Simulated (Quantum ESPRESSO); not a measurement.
# Ti(0001), stepped through the number of layers, part 7 of 8

What law, if any, do the results for Ti(0001) follow against the number of layers?

Quantum ESPRESSO 7.5; plane-wave DFT, PBE, GBRV ultrasoft pseudopotentials.

So far. Step 8 (Relaxing the ions, 12 layers): The relaxation lowers the energy by 8 meV an atom. On the free atoms the largest force ends at 0.020 eV/Å. Step 9 (Ground state, 12 layers): Inside the slab this potential holds the local part of the pseudopotentials, which can be repulsive at the nuclei; only its value in the vacuum has a meaning of its own.

**10. Relaxation with pw.x, 14 layers**

System of this step: Ti(0001), 14 layers. The cell holds 14 atoms: 14 Ti. Cell: a = 2.939 Å, b = 2.939 Å, c = 46.067 Å, α = 90.0°, β = 90.0°, γ = 60.0°. It derives from Ti. Vacuum lies along c.

Contents of m7.relax.in:

```
&control
  prefix = 'm7.relax'
  outdir = './out'
  pseudo_dir = './pseudo'
  nstep = 40
  forc_conv_thr = 0.001
  calculation = 'relax'
/
&system
  ibrav = 0
  nat = 14
  ntyp = 1
  ecutwfc = 40
  ecutrho = 200
  occupations = 'smearing'
  smearing = 'mv'
  degauss = 0.02
/
&electrons
  conv_thr = 1e-08
  mixing_beta = 0.4
  electron_maxstep = 120
  mixing_mode = 'local-TF'
/
&ions
/
ATOMIC_SPECIES
  Ti  47.8670  ti_pbe_v1.4.uspp.F.UPF
CELL_PARAMETERS angstrom
  2.93894489200000 0.00000000000000 0.00000000000000
  1.46947244600000 2.54520093679451 0.00000000000000
  0.00000000000000 0.00000000000000 46.06738076028082
ATOMIC_POSITIONS crystal
  Ti  0.666666666700 0.666666666700 0.172228573151
  Ti  0.000000000000 0.000000000000 0.222654946512
  Ti  0.666666666700 0.666666666700 0.273081319874 0 0 0
  Ti  0.000000000000 0.000000000000 0.323507693235 0 0 0
  Ti  0.666666666700 0.666666666700 0.373934066596 0 0 0
  Ti  0.000000000000 0.000000000000 0.424360439958 0 0 0
  Ti  0.666666666700 0.666666666700 0.474786813319 0 0 0
  Ti  0.000000000000 0.000000000000 0.525213186681 0 0 0
  Ti  0.666666666700 0.666666666700 0.575639560042 0 0 0
  Ti  0.000000000000 0.000000000000 0.626065933404 0 0 0
  Ti  0.666666666700 0.666666666700 0.676492306765 0 0 0
  Ti  0.000000000000 0.000000000000 0.726918680126 0 0 0
  Ti  0.666666666700 0.666666666700 0.777345053488
  Ti  0.000000000000 0.000000000000 0.827771426849
K_POINTS automatic
  12 12 1 0 0 0
```

Run with:

```console
> OMP_NUM_THREADS=1 mpirun -n 4 pw.x -nk 4 -in m7.relax.in > m7.relax.out
```

What it wrote:

```text
[banner, memory and clock lines left out]
Program PWSCF v.7.5 starts
[...]
Message from routine setup:
[...]
number of electrons       =       168.00
     number of Kohn-Sham states=          101
     kinetic-energy cutoff     =      40.0000  Ry
     charge density cutoff     =     200.0000  Ry
[...]
number of k points=    19  Marzari-Vanderbilt smearing, width (Ry)=  0.0200
[...]
Dense  grid:   111403 G-vectors     FFT dimensions: (  27,  27, 400)
[...]
negative rho (up, down):  2.916E-02 0.000E+00
     Starting wfcs are  140 randomized atomic wfcs
[...]
negative rho (up, down):  2.961E-02 0.000E+00
[...]
estimated scf accuracy    <      10.02172246 Ry
[...]
negative rho (up, down):  3.504E-02 0.000E+00
[...]
estimated scf accuracy    <       3.81266531 Ry
[...]
negative rho (up, down):  3.663E-02 0.000E+00
[...]
estimated scf accuracy    <       0.29306500 Ry
[...]
negative rho (up, down):  3.368E-02 0.000E+00
[...]
estimated scf accuracy    <       0.01868422 Ry
[...]
negative rho (up, down):  3.317E-02 0.000E+00
[...]
estimated scf accuracy    <       0.00483929 Ry
[...]
negative rho (up, down):  3.165E-02 0.000E+00
[...]
estimated scf accuracy    <       0.00401785 Ry
[...]
negative rho (up, down):  3.080E-02 0.000E+00
[...]
estimated scf accuracy    <       0.00198917 Ry
[...]
negative rho (up, down):  2.789E-02 0.000E+00
[...]
estimated scf accuracy    <       0.00280584 Ry
[...]
negative rho (up, down):  2.527E-02 0.000E+00
[...]
estimated scf accuracy    <       0.00364898 Ry
[...]
negative rho (up, down):  2.287E-02 0.000E+00
[...]
estimated scf accuracy    <       0.00108024 Ry
[...]
negative rho (up, down):  2.148E-02 0.000E+00
[...]
estimated scf accuracy    <       0.00020546 Ry
[...]
negative rho (up, down):  2.013E-02 0.000E+00
[...]
estimated scf accuracy    <       0.00002580 Ry
[...]
negative rho (up, down):  1.981E-02 0.000E+00
[...]
estimated scf accuracy    <       0.00000674 Ry
[...]
negative rho (up, down):  1.968E-02 0.000E+00
[...]
estimated scf accuracy    <       0.00000503 Ry
[...]
negative rho (up, down):  1.968E-02 0.000E+00
[...]
estimated scf accuracy    <       0.00000027 Ry
[...]
negative rho (up, down):  1.967E-02 0.000E+00
[...]
estimated scf accuracy    <       0.00000016 Ry
[...]
negative rho (up, down):  1.966E-02 0.000E+00
[...]
estimated scf accuracy    <       0.00000002 Ry
[...]
negative rho (up, down):  1.966E-02 0.000E+00
[...]
estimated scf accuracy    <       0.00000005 Ry
[...]
negative rho (up, down):  1.966E-02 0.000E+00
[...]
estimated scf accuracy    <       0.00000003 Ry
[...]
negative rho (up, down):  1.966E-02 0.000E+00
[...]
the Fermi energy is     8.2199 ev
!    total energy              =   -1669.36808978 Ry
     estimated scf accuracy    <          1.2E-09 Ry
     smearing contrib. (-TS)   =      -0.00292007 Ry
     internal energy E=F+TS    =   -1669.36516970 Ry
[...]
one-electron contribution =  -17363.20812571 Ry
     hartree contribution      =    8705.60509193 Ry
     xc contribution           =    -252.35785305 Ry
     ewald contribution        =    7240.59571712 Ry
     convergence has been achieved in  20 iterations
     negative rho (up, down):  1.966E-02 0.000E+00
[...]
Total force =     0.043026     Total SCF correction =     0.000135
[...]
negative rho (up, down):  1.978E-02 0.000E+00
[...]
negative rho (up, down):  2.001E-02 0.000E+00
[...]
estimated scf accuracy    <       1.17778311 Ry
[...]
negative rho (up, down):  1.973E-02 0.000E+00
[...]
estimated scf accuracy    <       0.20616270 Ry
[...]
negative rho (up, down):  1.969E-02 0.000E+00
[...]
estimated scf accuracy    <       0.01946100 Ry
[...]
negative rho (up, down):  1.968E-02 0.000E+00
[...]
estimated scf accuracy    <       0.00192501 Ry
[...]
negative rho (up, down):  1.970E-02 0.000E+00
[...]
estimated scf accuracy    <       0.00017050 Ry
[...]
negative rho (up, down):  1.978E-02 0.000E+00
[...]
estimated scf accuracy    <       0.00009132 Ry
[...]
negative rho (up, down):  1.979E-02 0.000E+00
[...]
estimated scf accuracy    <       0.00000976 Ry
[...]
negative rho (up, down):  1.979E-02 0.000E+00
[...]
estimated scf accuracy    <       0.00000426 Ry
[...]
negative rho (up, down):  1.980E-02 0.000E+00
[...]
estimated scf accuracy    <       0.00000026 Ry
[...]
negative rho (up, down):  1.980E-02 0.000E+00
[...]
estimated scf accuracy    <       0.00000011 Ry
[...]
negative rho (up, down):  1.980E-02 0.000E+00
[...]
estimated scf accuracy    <       0.00000004 Ry
[...]
negative rho (up, down):  1.980E-02 0.000E+00
[...]
estimated scf accuracy    <       0.00000006 Ry
[...]
negative rho (up, down):  1.980E-02 0.000E+00
[...]
estimated scf accuracy    <       0.00000003 Ry
[...]
negative rho (up, down):  1.979E-02 0.000E+00
[...]
estimated scf accuracy    <       0.00000002 Ry
[...]
negative rho (up, down):  1.977E-02 0.000E+00
[...]
the Fermi energy is     8.2189 ev
!    total energy              =   -1669.36984528 Ry
     estimated scf accuracy    <          4.6E-09 Ry
     smearing contrib. (-TS)   =      -0.00267431 Ry
     internal energy E=F+TS    =   -1669.36717097 Ry
[...]
one-electron contribution =  -17363.23697024 Ry
     hartree contribution      =    8705.62134335 Ry
     xc contribution           =    -252.36515598 Ry
     ewald contribution        =    7240.61361191 Ry
     convergence has been achieved in  15 iterations
     negative rho (up, down):  1.977E-02 0.000E+00
[...]
Total force =     0.038504     Total SCF correction =     0.000261
[...]
WARNING: bfgs curvature condition failed, Theta= 0.894
[...]
negative rho (up, down):  1.957E-02 0.000E+00
[...]
negative rho (up, down):  1.980E-02 0.000E+00
[...]
estimated scf accuracy    <       1.36419258 Ry
[...]
negative rho (up, down):  1.949E-02 0.000E+00
[...]
estimated scf accuracy    <       0.20722736 Ry
[...]
negative rho (up, down):  1.945E-02 0.000E+00
[...]
estimated scf accuracy    <       0.02242092 Ry
[...]
negative rho (up, down):  1.943E-02 0.000E+00
[...]
estimated scf accuracy    <       0.00202010 Ry
[...]
negative rho (up, down):  1.946E-02 0.000E+00
[...]
estimated scf accuracy    <       0.00018576 Ry
[...]
negative rho (up, down):  1.952E-02 0.000E+00
[...]
estimated scf accuracy    <       0.00012013 Ry
[...]
negative rho (up, down):  1.957E-02 0.000E+00
[...]
estimated scf accuracy    <       0.00001492 Ry
[...]
negative rho (up, down):  1.956E-02 0.000E+00
[...]
estimated scf accuracy    <       0.00000171 Ry
[...]
negative rho (up, down):  1.957E-02 0.000E+00
[...]
estimated scf accuracy    <       0.00000041 Ry
[...]
negative rho (up, down):  1.958E-02 0.000E+00
[...]
estimated scf accuracy    <       0.00000017 Ry
[...]
negative rho (up, down):  1.958E-02 0.000E+00
[...]
estimated scf accuracy    <       0.00000012 Ry
[...]
negative rho (up, down):  1.958E-02 0.000E+00
[...]
estimated scf accuracy    <       0.00000003 Ry
[...]
negative rho (up, down):  1.958E-02 0.000E+00
[...]
estimated scf accuracy    <       0.00000001 Ry
[...]
negative rho (up, down):  1.958E-02 0.000E+00
[...]
estimated scf accuracy    <          9.2E-09 Ry
[...]
negative rho (up, down):  1.958E-02 0.000E+00
[...]
estimated scf accuracy    <          1.8E-09 Ry
[...]
negative rho (up, down):  1.957E-02 0.000E+00
[...]
the Fermi energy is     8.2181 ev
!    total energy              =   -1669.37155225 Ry
     estimated scf accuracy    <          1.5E-09 Ry
     smearing contrib. (-TS)   =      -0.00239300 Ry
     internal energy E=F+TS    =   -1669.36915925 Ry
[...]
one-electron contribution =  -17363.81166576 Ry
     hartree contribution      =    8705.90660556 Ry
     xc contribution           =    -252.37417916 Ry
     ewald contribution        =    7240.91008010 Ry
     convergence has been achieved in  16 iterations
     negative rho (up, down):  1.957E-02 0.000E+00
[...]
Total force =     0.032870     Total SCF correction =     0.000176
[...]
negative rho (up, down):  1.856E-02 0.000E+00
[...]
negative rho (up, down):  1.882E-02 0.000E+00
[...]
estimated scf accuracy    <       2.69802728 Ry
[...]
negative rho (up, down):  1.840E-02 0.000E+00
[...]
estimated scf accuracy    <       0.34330567 Ry
[...]
negative rho (up, down):  1.832E-02 0.000E+00
[...]
estimated scf accuracy    <       0.04403328 Ry
[...]
negative rho (up, down):  1.827E-02 0.000E+00
[...]
estimated scf accuracy    <       0.00375882 Ry
[...]
negative rho (up, down):  1.833E-02 0.000E+00
[...]
estimated scf accuracy    <       0.00033628 Ry
[...]
negative rho (up, down):  1.842E-02 0.000E+00
[...]
estimated scf accuracy    <       0.00025060 Ry
[...]
negative rho (up, down):  1.850E-02 0.000E+00
[...]
estimated scf accuracy    <       0.00002244 Ry
[...]
negative rho (up, down):  1.849E-02 0.000E+00
[...]
estimated scf accuracy    <       0.00000167 Ry
[...]
negative rho (up, down):  1.851E-02 0.000E+00
[...]
estimated scf accuracy    <       0.00000050 Ry
[...]
negative rho (up, down):  1.853E-02 0.000E+00
[...]
estimated scf accuracy    <       0.00000031 Ry
[...]
negative rho (up, down):  1.855E-02 0.000E+00
[...]
estimated scf accuracy    <       0.00000015 Ry
[...]
negative rho (up, down):  1.856E-02 0.000E+00
[...]
estimated scf accuracy    <       0.00000002 Ry
[...]
negative rho (up, down):  1.858E-02 0.000E+00
[...]
estimated scf accuracy    <       0.00000001 Ry
[...]
the Fermi energy is     8.2180 ev
!    total energy              =   -1669.37358243 Ry
     estimated scf accuracy    <          1.1E-09 Ry
     smearing contrib. (-TS)   =      -0.00196942 Ry
     internal energy E=F+TS    =   -1669.37161301 Ry
[...]
one-electron contribution =  -17365.88896414 Ry
     hartree contribution      =    8706.96146995 Ry
     xc contribution           =    -252.38989576 Ry
     ewald contribution        =    7241.94577693 Ry
     convergence has been achieved in  17 iterations
     negative rho (up, down):  1.859E-02 0.000E+00
[...]
Total force =     0.022819     Total SCF correction =     0.000112
[...]
negative rho (up, down):  1.823E-02 0.000E+00
[...]
negative rho (up, down):  1.817E-02 0.000E+00
[...]
estimated scf accuracy    <       5.42076467 Ry
[...]
negative rho (up, down):  1.771E-02 0.000E+00
[...]
estimated scf accuracy    <       0.52252395 Ry
[...]
negative rho (up, down):  1.761E-02 0.000E+00
[...]
estimated scf accuracy    <       0.07939416 Ry
[...]
negative rho (up, down):  1.759E-02 0.000E+00
[...]
estimated scf accuracy    <       0.00683252 Ry
[...]
negative rho (up, down):  1.766E-02 0.000E+00
[...]
estimated scf accuracy    <       0.00079262 Ry
[...]
negative rho (up, down):  1.777E-02 0.000E+00
[...]
estimated scf accuracy    <       0.00046782 Ry
[...]
negative rho (up, down):  1.790E-02 0.000E+00
[...]
estimated scf accuracy    <       0.00003752 Ry
[...]
negative rho (up, down):  1.790E-02 0.000E+00
[...]
estimated scf accuracy    <       0.00000481 Ry
[...]
negative rho (up, down):  1.794E-02 0.000E+00
[...]
estimated scf accuracy    <       0.00000311 Ry
[...]
negative rho (up, down):  1.796E-02 0.000E+00
[...]
estimated scf accuracy    <       0.00000323 Ry
[...]
negative rho (up, down):  1.804E-02 0.000E+00
[...]
estimated scf accuracy    <       0.00000284 Ry
[...]
negative rho (up, down):  1.808E-02 0.000E+00
[...]
estimated scf accuracy    <       0.00000030 Ry
[...]
negative rho (up, down):  1.815E-02 0.000E+00
[...]
estimated scf accuracy    <       0.00000030 Ry
[...]
negative rho (up, down):  1.818E-02 0.000E+00
[...]
estimated scf accuracy    <       0.00000016 Ry
[...]
negative rho (up, down):  1.818E-02 0.000E+00
[...]
estimated scf accuracy    <       0.00000002 Ry
[...]
negative rho (up, down):  1.818E-02 0.000E+00
[...]
estimated scf accuracy    <       0.00000004 Ry
[...]
negative rho (up, down):  1.817E-02 0.000E+00
[...]
estimated scf accuracy    <          5.4E-09 Ry
[...]
negative rho (up, down):  1.817E-02 0.000E+00
[...]
```

Run time: 62 min. Hardware: 4 MPI ranks of Arm Neoverse N1, shared host; peak memory 1.3 GiB.

Relaxation path:

```
step  energy less that of the first step (eV)  largest force (eV/Å)
   1                                   0.0000                0.5965
   2                                  -0.0239                0.5282
   3                                  -0.0471                0.4438
   4                                  -0.0747                0.2977
   5                                  -0.0952                0.0664
   6                                  -0.0957                0.0288
   7                                  -0.0958                0.0223
```

The atoms that moved most (Å):

```
atom     dx     dy      dz  length
 Ti2  0.000  0.000  -0.081   0.081
Ti13  0.000  0.000   0.081   0.081
Ti14  0.000  0.000  -0.074   0.074
 Ti1  0.000  0.000   0.074   0.074
```

The relaxation lowers the energy by 7 meV an atom. On the free atoms the largest force ends at 0.022 eV/Å.

Read from the output:

```
free energy  : -22713.0057 eV
Fermi energy : 8.222 eV
```

[end of part 7 of 8]

[Logs are printed without paths, hosts, clocks, repeated set-up lines and the standing remarks that a program may print on its own settings, such as how far it seeks lower states.]

[Hosts, paths, dates, database ids (printed as entryN), source tags and the programs' standing remarks are cut or masked in the printed files.]

[Maps of the electrostatic potential energy from Ansatz leave out the sawtooth potential of an applied field or a dipole correction, so their vacuum need not be flat; planar profiles and work functions include it.]
